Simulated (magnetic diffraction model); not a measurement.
**Which magnetic order? CeAsS4**

Space group P2_1/c (no. 14), a = 7.7520 Å, b = 8.5180 Å, c = 9.8490 Å, β = 127.58°.

```csv
site,atom,x,y,z
4e,Ce,0.8188,0.3384,0.2127
4e,As,0.3028,0.3429,0.1930
4e,S,0.5941,0.2891,0.3872
4e,S,0.3360,0.3948,0.0238
4e,S,0.1246,0.1641,0.1230
4e,S,0.1880,0.4987,0.2462
```

This is a made-up structure (elements placed in a structure type, unrelaxed), so the numbers test the method and describe no known phase.

Only Ce is taken to order (form factors of Ce3+); orders and moment sizes are assumed, and not adapted to the symmetry. Radiation: neutrons of λ = 1.909 Å, 3° to 35°; isotropic B of 0.53 Å² (Ce), 0.55 Å² (As) and 0.73 Å² (S). The intensities are simulated: I ∝ L Σ (|F_N|² + |F_M⊥|²) for unpolarised neutrons, with F_M = 2.695 fm/μB × Σ f(s) S exp(2πi Q·r) exp(−B s²) at Q = H ± k (one set where k and −k are equivalent), only the part normal to Q counting and L = 1/(sin²θ cos θ). For collinear order S is the moment m, which repeats by lattice and centring translations R with the sign exp(−2πi k·R). Form factors are spin-only for 3d ions and dipole or tabulated for f ions, scattering lengths are Sears's of 1992, and absorption is left out. A label names one of the reflections at its angle. The strongest nuclear line in the range is 100, and lines under 0.2 are left out.

Above the ordering temperature:

```
2θ (°)     index      I
 17.88   (1 0 0)    1.1
 19.09   (0 1 1)   17.4
 19.43  (1 1 -1)    4.4
 22.09   (1 1 0)   19.6
 22.36  (1 0 -2)   12.0
 25.89  (1 1 -2)   10.5
 25.90   (0 2 0)   18.3
 28.31   (0 0 2)   48.1
 29.23  (2 0 -2)    4.8
 29.58   (0 2 1)  100.0
 29.81  (1 2 -1)   27.1
 31.21   (0 1 2)   32.6
 31.65   (1 2 0)    3.1
 31.75   (1 1 1)   19.6
 32.05  (2 1 -2)   88.4
 32.38  (2 1 -1)   29.1
 34.48  (1 2 -2)   11.4
```

Below it (cell unchanged):

```tsv
2θ (°)	I
12.87	8.5
14.05	0.3
14.50	6.7
17.88	2.8
19.09	21.1
19.43	11.7
22.09	23.0
22.36	13.7
25.89	13.3
25.90	20.3
28.31	48.2
29.23	6.3
29.58	1.2
29.58	102.3
29.81	30.0
31.21	33.2
31.65	5.2
31.75	20.2
32.05	90.9
32.38	31.0
34.48	13.1
34.76	0.4
```

**Question.** Find the propagation vector, then choose among these models:
A. collinear moments along [101], 1.3 μB on Ce; signs + at (0.8188, 0.3384, 0.2127), + at (0.1812, 0.8384, 0.2873), + at (0.1812, 0.6616, 0.7873), − at (0.8188, 0.1616, 0.7127)
B. collinear moments along [111], 1.3 μB on Ce; signs + at (0.8188, 0.3384, 0.2127), + at (0.1812, 0.8384, 0.2873), + at (0.1812, 0.6616, 0.7873), − at (0.8188, 0.1616, 0.7127)
C. collinear moments along [111], 1.3 μB on Ce; signs + at (0.8188, 0.3384, 0.2127), + at (0.1812, 0.8384, 0.2873), − at (0.1812, 0.6616, 0.7873), − at (0.8188, 0.1616, 0.7127)
D. collinear moments along [101], 1.3 μB on Ce; signs + at (0.8188, 0.3384, 0.2127), + at (0.1812, 0.8384, 0.2873), − at (0.1812, 0.6616, 0.7873), − at (0.8188, 0.1616, 0.7127)

No line moves, and magnetic intensity falls on nuclear lines such as the one at 19.43°; new lines at (0 1 0), (0 0 1) and (1 0 -1) have whole indices that obey the lattice centring, at places with no nuclear intensity to speak of, so the magnetic cell equals the chemical primitive cell: k = 0.

Magnetic intensity, observed (below minus above) and for each model:

| 2θ (°) | index | observed | A | B | C | D |
| --- | --- | --- | --- | --- | --- | --- |
| 12.87 | (0 1 0) | 8.5 | 8.5 | 4.0 | <0.2 | <0.2 |
| 14.05 | (0 0 1) | 0.3 | 0.3 | 4.0 | 14.9 | 1.3 |
| 14.50 | (1 0 -1) | 6.7 | 6.7 | 6.7 | 10.2 | 10.2 |
| 17.88 | (1 0 0) | 1.8 | 1.8 | 3.1 | <0.2 | <0.2 |
| 19.09 | (0 1 1) | 3.6 | 3.6 | 2.4 | 0.6 | 0.6 |
| 19.43 | (1 1 -1) | 7.3 | 7.3 | 5.6 | 10.0 | 13.0 |
| 25.90 | (0 2 0) | 2.0 | 2.0 | 0.9 | 3.0 | 6.4 |
| 31.75 | (1 1 1) | 0.6 | 0.6 | 1.1 | 3.9 | 1.7 |

Model A matches.

The structure used: k = (0 0 0), collinear moments along [101], 1.3 μB on Ce; signs + at (0.8188, 0.3384, 0.2127), + at (0.1812, 0.8384, 0.2873), + at (0.1812, 0.6616, 0.7873), − at (0.8188, 0.1616, 0.7127).

[Logs are printed without paths, hosts, clocks, repeated set-up lines and the standing remarks that a program may print on its own settings, such as how far it seeks lower states.]
